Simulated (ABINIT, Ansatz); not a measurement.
# BaTiO3 (P4mm): G0W0 on several meshes in ABINIT

Wanted: mesh dependence and cost of G0W0 for BaTiO3 (P4mm).

Program: ABINIT 10.8.3. Level of theory: PBE and many-body steps on it, plane waves. Results are calculated unless marked as measured.

## Step 1: Starting point

The structure is tetragonal, space group P4mm (No. 99). Conventional cell: a = 3.990 Å, b = 3.990 Å, c = 4.023 Å, α = 90.00°, β = 90.00°, γ = 90.00°. Nearest to Ba lie 12 O at 2.80 to 2.87 Å. Nearest to Ti lie 6 O at 1.84 to 2.18 Å. Nearest to O lie 2 Ti at 1.84 to 2.18 Å and 4 Ba at 2.82 Å. O has 2 Ti at 2.00 Å and 4 Ba at 2.80 to 2.87 Å nearest. Farther neighbours and most contacts between anions are not listed.

The cell and positions come from the Crystallography Open Database and are kept as given unless a step says otherwise. Spin-orbit coupling is left out unless a step names it.

## Step 2: Empty states on the mesh, 4×4×4 mesh, 322 bands

This step: ABINIT 10.8.3; DFT, PBE, plane waves, norm-conserving pseudopotentials.

The sums over transitions need many empty states on a uniform mesh; this step solves for them.

Contents of run.abi:

```
acell 3*1.0 Angstrom
rprim 
  3.990480000000 0.000000000000 0.000000000000
  0.000000000000 3.990480000000 0.000000000000
  0.000000000000 0.000000000000 4.023030000000
ntypat 3
znucl 56 22 8
natom 5
typat 1 2 3 3 3
xred 
  0.000000000000 0.000000000000 0.000000000000
  0.500000000000 0.500000000000 0.522000000000
  0.500000000000 0.500000000000 0.979000000000
  0.500000000000 0.000000000000 0.488000000000
  0.000000000000 0.500000000000 0.488000000000
pp_dirpath "pseudos"
pseudos "Ba.upf, Ti.upf, O.upf"
ecut 38
ngkpt 4 4 4
nshiftk 1
shiftk 0 0 0
kptopt 1
chksymbreak 0
irdden 1
istwfk *1
nband 322
prtvol 0
optdriver 6
gwr_task "HDIAGO"
paral_kgb 0
occopt 1
indata_prefix "in"
outdata_prefix "out"
tmpdata_prefix "tmp"
```

On the command line:

```bash
> OMP_NUM_THREADS=1 mpirun -n 4 abinit run.abi > log
```

The program printed:

```text
.Version 10.8.3 of ABINIT. v10.8.2 released Aug 2026.

 Symmetries : space group P4 m m (# 99); Bravais tP (primitive tetrag.)
[... echo of the input left out ...]
== DATASET  1 ==================================================================
-   mpi_nproc: 4, omp_nthreads: 1 (-1 if OMP is not activated)

--- !DatasetInfo
iteration_state: {dtset: 1, }
dimensions: {natom: 5, nkpt: 18, mband: 322, nsppol: 1, nspinor: 1, nspden: 1, mpw: 4868, }
cutoff_energies: {ecut:  38.0, pawecutdg:  -1.0, }
[...]
Indirect band gap semiconductor
 Fundamental gap:     1.851 (eV)
   VBM:     6.718 (eV) at k: [ 5.0000E-01,  5.0000E-01,  5.0000E-01]
   CBM:     8.569 (eV) at k: [ 0.0000E+00,  0.0000E+00,  0.0000E+00]
 Direct gap:         2.222 (eV) at k: [ 0.0000E+00,  0.0000E+00,  0.0000E+00]

== END DATASET(S) ==============================================================
================================================================================

 -outvars: echo values of variables after computation  --------
           etotal      0.0000000000E+00
            nband         322
             nkpt          18
          spgroup          99
 [... the other variables as echoed above ...]

 Calculation completed.
```

Wall time 7.1 min (4 MPI ranks of Arm Neoverse V1, shared host); peak memory 5.3 GiB.

Numbers from this step:

- gap: 1.851 eV
- k of the valence top: 0.5, 0.5, 0.5
- k of the conduction bottom: 0, 0, 0
- least direct gap: 2.222 eV
- k points computed: 18
- lowest point of the top converged band, above the valence top: 145.1917 eV

On this mesh the gap is 1.851 eV.

The density comes from a self-consistent run that is not shown.

## Step 3: Screening, 4×4×4 mesh, 140 bands, screening to 141.5 eV

The RPA dielectric matrix is built and inverted for each q.

This step: RPA screening on PBE, plane waves, norm-conserving pseudopotentials.

Changes to run.abi since step 2:

```diff
@@ -23,10 +23,11 @@
 chksymbreak 0
-irdden 1
 istwfk *1
-nband 322
-prtvol 0
-optdriver 6
-gwr_task "HDIAGO"
-paral_kgb 0
 occopt 1
+irdwfk 1
+optdriver 3
+nband 140
+ecuteps 5.2
+inclvkb 2
+awtr 1
+symchi 1
 indata_prefix "in"
```

The program printed:

```text
.Version 10.8.3 of ABINIT. v10.8.2 released Aug 2026.

 Symmetries : space group P4 m m (# 99); Bravais tP (primitive tetrag.)
[... echo of the input left out ...]
== DATASET  1 ==================================================================
-   mpi_nproc: 4, omp_nthreads: 1 (-1 if OMP is not activated)

--- !DatasetInfo
iteration_state: {dtset: 1, }
dimensions: {natom: 5, nkpt: 18, mband: 140, nsppol: 1, nspinor: 1, nspden: 1, mpw: 4868, }
cutoff_energies: {ecut:  38.0, pawecutdg:  -1.0, }
electrons: {nelect:   4.00000000E+01, charge:   0.00000000E+00, occopt:   1.00000000E+00, tsmear:   1.00000000E-02, }

 SCREENING: Calculation of the susceptibility and dielectric matrices

 Based on a program developped by R.W. Godby, V. Olevano, G. Onida, and L. Reining.
 Incorporated in ABINIT by V. Olevano, G.-M. Rignanese, and M. Torrent.
.Using double precision arithmetic ; gwpc =  8

[... cell and pseudopotentials left out ...]
--------------------------------------------------------------------------------

 ==== K-mesh for the wavefunctions ====
 Number of points in the irreducible wedge :    18
[... list of points left out ...]
 Together with  8 symmetry operations and time-reversal symmetry
 yields    64 points in the full Brillouin Zone.

 ==== Q-mesh for the screening function ====
 Number of points in the irreducible wedge :    18
[... list of points left out ...]
 Together with  8 symmetry operations and time-reversal symmetry
 yields    64 points in the full Brillouin Zone.

 setmesh: FFT mesh size selected  =    30x   30x   30
          total number of points  =        27000

 vcoul_init : cutoff-mode = AUXILIARY_FUNCTION
 q-points for optical limit:   1
     1)      0.000010    0.000020    0.000030

- screening: taking advantage of time-reversal symmetry
- Maximum band index for partially occupied states nbvw = 20
- Remaining bands to be divided among processors   nbcw = 120
- Number of bands treated by each node ~30

 Number of electrons calculated from density =   40.0000; Expected =   40.0000
 average of density, n =  0.092525
 r_s =    1.3716
 omega_plasma =   29.3417 [eV]

 calculating chi0 at frequencies [eV] :
  1    0.000000E+00    0.000000E+00
  2    0.000000E+00    2.934172E+01

--------------------------------------------------------------------------------
  q-point number  1        q = ( 0.000000, 0.000000, 0.000000) [r.l.u.]
--------------------------------------------------------------------------------
[... chi0 elements left out ...]
 For q-point:  0.000010 0.000020 0.000030
  dielectric constant =   5.8014
  dielectric constant without local fields =   6.4321

  Average fulfillment of the sum rule on Im[epsilon] for q-point    1 :     68.46  [%]
[... wings left out ...]
  q-point number  2        q = ( 0.250000, 0.000000, 0.000000) [r.l.u.]
--------------------------------------------------------------------------------
[... chi0 elements left out ...]
  Average fulfillment of the sum rule on Im[epsilon] for q-point    2 :     79.20  [%]

 [... 16 further q-points ...]
```

It took 4.2 min on 4 MPI ranks; peak memory 2.1 GiB; 17 min of CPU time.

Numbers from this step:

| Item | Value |
| --- | --- |
| ε∞ with local fields, on this mesh, along the program's q direction | 5.801 |
| the same without local fields | 6.432 |
| plasma frequency | 29.34 eV |
| plane waves in the screening matrix | 251 |

Local fields lower ε∞ by 10 %. On a Γ-centred mesh this coarse the value itself is usually too large, while a short band sum pulls it down.

## Step 4: 4×4×4

The self-energy is evaluated for the states that the input lists, and the levels follow from it, in one-shot runs by the linearised quasiparticle equation.

This step: G0W0 on PBE, plane waves, norm-conserving pseudopotentials.

Changes to run.abi since step 3:

```diff
@@ -26,8 +26,17 @@
 irdwfk 1
-optdriver 3
+optdriver 4
 nband 140
+gwcalctyp 0
+ecutsigx 38
+symsigma 1
+nkptgw 2
+kptgw 
+  0.5000000000 0.5000000000 0.5000000000
+  0.0000000000 0.0000000000 0.0000000000
+bdgw 
+  18 23
+  19 23
 ecuteps 5.2
-inclvkb 2
-awtr 1
-symchi 1
+irdscr 1
+ppmodel 1
 indata_prefix "in"
```

The program printed:

```text
.Version 10.8.3 of ABINIT. v10.8.2 released Aug 2026.

 Symmetries : space group P4 m m (# 99); Bravais tP (primitive tetrag.)
[... echo of the input left out ...]
== DATASET  1 ==================================================================
-   mpi_nproc: 4, omp_nthreads: 1 (-1 if OMP is not activated)

--- !DatasetInfo
iteration_state: {dtset: 1, }
dimensions: {natom: 5, nkpt: 18, mband: 140, nsppol: 1, nspinor: 1, nspden: 1, mpw: 4868, }
cutoff_energies: {ecut:  38.0, pawecutdg:  -1.0, }
electrons: {nelect:   4.00000000E+01, charge:   0.00000000E+00, occopt:   1.00000000E+00, tsmear:   1.00000000E-02, }

 SIGMA: Calculation of the GW corrections

 Based on a program developped by R.W. Godby, V. Olevano, G. Onida, and L. Reining.
 Incorporated in ABINIT by V. Olevano, G.-M. Rignanese, and M. Torrent.
.Using double precision arithmetic ; gwpc =  8

[... cell and pseudopotentials left out ...]
--------------------------------------------------------------------------------

 ==== K-mesh for the wavefunctions ====
 Number of points in the irreducible wedge :    18
[... list of points left out ...]
 Together with  8 symmetry operations and time-reversal symmetry
 yields    64 points in the full Brillouin Zone.

 ==== Q-mesh for screening function ====
 Number of points in the irreducible wedge :    18
[... list of points left out ...]
 Together with  8 symmetry operations and time-reversal symmetry
 yields    64 points in the full Brillouin Zone.

 vcoul_init : cutoff-mode = AUXILIARY_FUNCTION
 q-points for optical limit:   1
     1)      0.000010    0.000020    0.000030
 setmesh: FFT mesh size selected  =    45x   45x   45
          total number of points  =        91125

 Number of electrons calculated from density =   40.0000; Expected =   40.0000
 average of density, n =  0.092525
 r_s =    1.3716
 omega_plasma =   29.3417 [eV]

 === KS Band Gaps ===
  >>>> For spin  1
   Minimum direct gap =   2.2217 [eV], located at k-point      :   0.0000  0.0000  0.0000
   Fundamental gap    =   1.8512 [eV], Top of valence bands at :   0.5000  0.5000  0.5000
                                       Bottom of conduction at :   0.0000  0.0000  0.0000
 SIGMA fundamental parameters:
 PLASMON POLE MODEL  1
 number of plane-waves for SigmaX                 4865
 number of plane-waves for SigmaC and W            251
 number of plane-waves for wavefunctions          4865
 number of bands                                   140
 number of independent spin polarizations            1
 number of spinorial components                      1
 number of k-points in IBZ                          18
 number of q-points in IBZ                          18
 number of symmetry operations                       8
 number of k-points in BZ                           64
 number of q-points in BZ                           64
 number of frequencies for dSigma/dE                 9
 frequency step for dSigma/dE [eV]                0.25
 number of omega for Sigma on real axis              0
 max omega for Sigma on real axis  [eV]           0.00
 zcut for avoiding poles [eV]                     0.10

 EPSILON^-1 parameters (SCR file):
 dimension of the eps^-1 matrix on file            251
 dimension of the eps^-1 matrix used               251
 number of plane-waves for wavefunctions          4865
 number of bands                                   140
 number of q-points in IBZ                          18
 number of frequencies                               2
 number of real frequencies                          1
 number of imag frequencies                          1

 matrix elements of self-energy operator (all in [eV])

 Perturbative Calculation

--- !SelfEnergy_ee
iteration_state: {dtset: 1, }
kpoint     : [   0.500,    0.500,    0.500, ]
spin       : 1
KS_gap     :    4.248
QP_gap     :    6.080
Delta_QP_KS:    1.832
data: !SigmaeeData |
     Band     E0 <VxcDFT>   SigX SigC(E0)      Z dSigC/dE  Sig(E)    E-E0       E
       18   6.542 -19.963 -24.993   4.955   0.766  -0.306 -20.021  -0.057   6.484
       19   6.542 -19.963 -24.993   4.955   0.766  -0.306 -20.021  -0.057   6.484
       20   6.718 -20.008 -25.051   5.008   0.764  -0.309 -20.034  -0.027   6.691
       21  10.965 -21.853 -13.090  -6.336   0.744  -0.344 -20.048   1.805  12.771
       22  10.977 -21.854 -13.211  -6.171   0.743  -0.345 -20.017   1.837  12.815
       23  10.977 -21.854 -13.211  -6.171   0.743  -0.345 -20.017   1.837  12.815

--- !SelfEnergy_ee
iteration_state: {dtset: 1, }
kpoint     : [   0.000,    0.000,    0.000, ]
spin       : 1
KS_gap     :    2.222
QP_gap     :    3.741
Delta_QP_KS:    1.519
data: !SigmaeeData |
     Band     E0 <VxcDFT>   SigX SigC(E0)      Z dSigC/dE  Sig(E)    E-E0       E
       19   6.347 -20.006 -24.534   4.475   0.771  -0.298 -20.047  -0.042   6.306
       20   6.347 -20.006 -24.534   4.475   0.771  -0.298 -20.047  -0.042   6.306
       21   8.569 -18.775 -11.365  -5.517   0.781  -0.281 -17.297   1.477  10.046
       22   8.936 -19.060 -12.059  -5.074   0.779  -0.284 -17.559   1.502  10.438
       23   8.936 -19.060 -12.059  -5.074   0.779  -0.284 -17.559   1.502  10.438

== END DATASET(S) ==============================================================
================================================================================

 -outvars: echo values of variables after computation  --------
           etotal      0.0000000000E+00
            nband         140
             nkpt          18
          spgroup          99
 [... the other variables as echoed above ...]

 Calculation completed.
```

Elapsed: 28 s, on 4 MPI ranks; peak memory 1.8 GiB; 1.8 min of CPU time.

Numbers from this step:

```
G0W0 gap on the points computed              : 3.355 eV
starting gap on the mesh                     : 1.851 eV
k of the valence top                         : 0.5, 0.5, 0.5
k of the conduction bottom                   : 0, 0, 0
Z at the valence top                         : 0.764
Z at the conduction bottom                   : 0.781
least direct G0W0 gap on the computed points : 3.740 eV
```

The gap on the mesh goes from 1.85 eV to 3.35 eV, a correction of +1.50 eV.

## Step 5: Empty states on the mesh, 2×2×2 mesh, 148 bands

This step: DFT, PBE, plane waves, norm-conserving pseudopotentials.

Changes to run.abi since step 4:

```diff
@@ -18,3 +18,3 @@
 ecut 38
-ngkpt 4 4 4
+ngkpt 2 2 2
 nshiftk 1
@@ -23,20 +23,10 @@
 chksymbreak 0
+irdden 1
 istwfk *1
+nband 148
+prtvol 0
+optdriver 6
+gwr_task "HDIAGO"
+paral_kgb 0
 occopt 1
-irdwfk 1
-optdriver 4
-nband 140
-gwcalctyp 0
-ecutsigx 38
-symsigma 1
-nkptgw 2
-kptgw 
-  0.5000000000 0.5000000000 0.5000000000
-  0.0000000000 0.0000000000 0.0000000000
-bdgw 
-  18 23
-  19 23
-ecuteps 5.2
-irdscr 1
-ppmodel 1
 indata_prefix "in"
```

The program printed:

```text
[banner, memory and clock lines left out]
.Version 10.8.3 of ABINIT. v10.8.2 released Aug 2026.

 Symmetries : space group P4 m m (# 99); Bravais tP (primitive tetrag.)
[... echo of the input left out ...]
== DATASET  1 ==================================================================
-   mpi_nproc: 4, omp_nthreads: 1 (-1 if OMP is not activated)

--- !DatasetInfo
iteration_state: {dtset: 1, }
dimensions: {natom: 5, nkpt: 6, mband: 148, nsppol: 1, nspinor: 1, nspden: 1, mpw: 4868, }
cutoff_energies: {ecut:  38.0, pawecutdg:  -1.0, }
[...]
Integrated=    4.0000E+01

 === KS gaps after direct diagonalization ===
 Indirect band gap semiconductor
 Fundamental gap:     1.851 (eV)
   VBM:     6.718 (eV) at k: [ 5.0000E-01,  5.0000E-01,  5.0000E-01]
   CBM:     8.569 (eV) at k: [ 0.0000E+00,  0.0000E+00,  0.0000E+00]
 Direct gap:         2.222 (eV) at k: [ 0.0000E+00,  0.0000E+00,  0.0000E+00]

== END DATASET(S) ==============================================================

 -outvars: echo values of variables after computation  --------
           etotal      0.0000000000E+00
            nband         148
             nkpt           6
          spgroup          99
 [... the other variables as echoed above ...]

 Calculation completed.
```

It took 2.9 min on 4 MPI ranks; peak memory 5.2 GiB.

This step gave:

```yaml
gap: 1.851 eV
k_of_the_valence_top: 0.5, 0.5, 0.5
k_of_the_conduction_bottom: 0, 0, 0
least_direct_gap: 2.222 eV
k_points_computed: 6
lowest_point_of_the_top_converged_band_above_the_valence_top: 74.5472 eV
```

On this mesh the gap is 1.851 eV.

## Step 6: Screening, 2×2×2 mesh, 140 bands, screening to 141.5 eV

This step: RPA screening on PBE, plane waves, norm-conserving pseudopotentials.

Changes to run.abi since step 5:

```diff
@@ -23,10 +23,11 @@
 chksymbreak 0
-irdden 1
 istwfk *1
-nband 148
-prtvol 0
-optdriver 6
-gwr_task "HDIAGO"
-paral_kgb 0
 occopt 1
+irdwfk 1
+optdriver 3
+nband 140
+ecuteps 5.2
+inclvkb 2
+awtr 1
+symchi 1
 indata_prefix "in"
```

The program printed:

```text
.Version 10.8.3 of ABINIT. v10.8.2 released Aug 2026.

 Symmetries : space group P4 m m (# 99); Bravais tP (primitive tetrag.)
[... echo of the input left out ...]
== DATASET  1 ==================================================================
-   mpi_nproc: 4, omp_nthreads: 1 (-1 if OMP is not activated)

--- !DatasetInfo
iteration_state: {dtset: 1, }
dimensions: {natom: 5, nkpt: 6, mband: 140, nsppol: 1, nspinor: 1, nspden: 1, mpw: 4868, }
cutoff_energies: {ecut:  38.0, pawecutdg:  -1.0, }
electrons: {nelect:   4.00000000E+01, charge:   0.00000000E+00, occopt:   1.00000000E+00, tsmear:   1.00000000E-02, }

 SCREENING: Calculation of the susceptibility and dielectric matrices

 Based on a program developped by R.W. Godby, V. Olevano, G. Onida, and L. Reining.
 Incorporated in ABINIT by V. Olevano, G.-M. Rignanese, and M. Torrent.
.Using double precision arithmetic ; gwpc =  8

[... cell and pseudopotentials left out ...]
--------------------------------------------------------------------------------

 ==== K-mesh for the wavefunctions ====
 Number of points in the irreducible wedge :     6
[... list of points left out ...]
 Together with  8 symmetry operations and time-reversal symmetry
 yields     8 points in the full Brillouin Zone.

 ==== Q-mesh for the screening function ====
 Number of points in the irreducible wedge :     6
[... list of points left out ...]
 Together with  8 symmetry operations and time-reversal symmetry
 yields     8 points in the full Brillouin Zone.

 setmesh: FFT mesh size selected  =    30x   30x   30
          total number of points  =        27000

 vcoul_init : cutoff-mode = AUXILIARY_FUNCTION
 q-points for optical limit:   1
     1)      0.000010    0.000020    0.000030

- screening: taking advantage of time-reversal symmetry
- Maximum band index for partially occupied states nbvw = 20
- Remaining bands to be divided among processors   nbcw = 120
- Number of bands treated by each node ~30

 Number of electrons calculated from density =   40.0000; Expected =   40.0000
 average of density, n =  0.092525
 r_s =    1.3716
 omega_plasma =   29.3417 [eV]

 calculating chi0 at frequencies [eV] :
  1    0.000000E+00    0.000000E+00
  2    0.000000E+00    2.934172E+01

--------------------------------------------------------------------------------
  q-point number  1        q = ( 0.000000, 0.000000, 0.000000) [r.l.u.]
--------------------------------------------------------------------------------
[... chi0 elements left out ...]
 For q-point:  0.000010 0.000020 0.000030
  dielectric constant =   7.5539
  dielectric constant without local fields =   8.4779

  Average fulfillment of the sum rule on Im[epsilon] for q-point    1 :     68.38  [%]
[... wings left out ...]
  q-point number  2        q = ( 0.500000, 0.000000, 0.000000) [r.l.u.]
--------------------------------------------------------------------------------
[... chi0 elements left out ...]
  Average fulfillment of the sum rule on Im[epsilon] for q-point    2 :     74.80  [%]

 [... 4 further q-points ...]
```

It took 27 s on 4 MPI ranks; peak memory 0.93 GiB; 1.8 min of CPU time.

This step gave:

```yaml
eps_infinity_with_local_fields_on_this_mesh_along_the_program_s_q_direction: 7.554
the_same_without_local_fields: 8.478
plasma_frequency: 29.34 eV
plane_waves_in_the_screening_matrix: 251
```

(Part 1 of 2 ends here.)

[Paths, hosts, dates, memory and timing lines, banners, echoed tables and standing remarks are left out of the program output.]

[Logs are printed without paths, hosts, clocks, repeated set-up lines and the standing remarks that a program may print on its own settings, such as how far it seeks lower states.]

[Runs of the session that timed out or met a known fault of the program may be left out.]

[Hosts, paths, dates, database ids (printed as entryN), source tags and the programs' standing remarks are cut or masked in the printed files.]

[G0W0 gaps are taken among the corrected bands and points alone; a level outside them can change the order at an edge.]

[Where Ansatz stands beside ABINIT at settings called matched, ABINIT's density can come from a denser mesh and the files from another edition; pairs whose starting gaps differed by over 0.03 eV were left out, so agreement reads better than it is.]
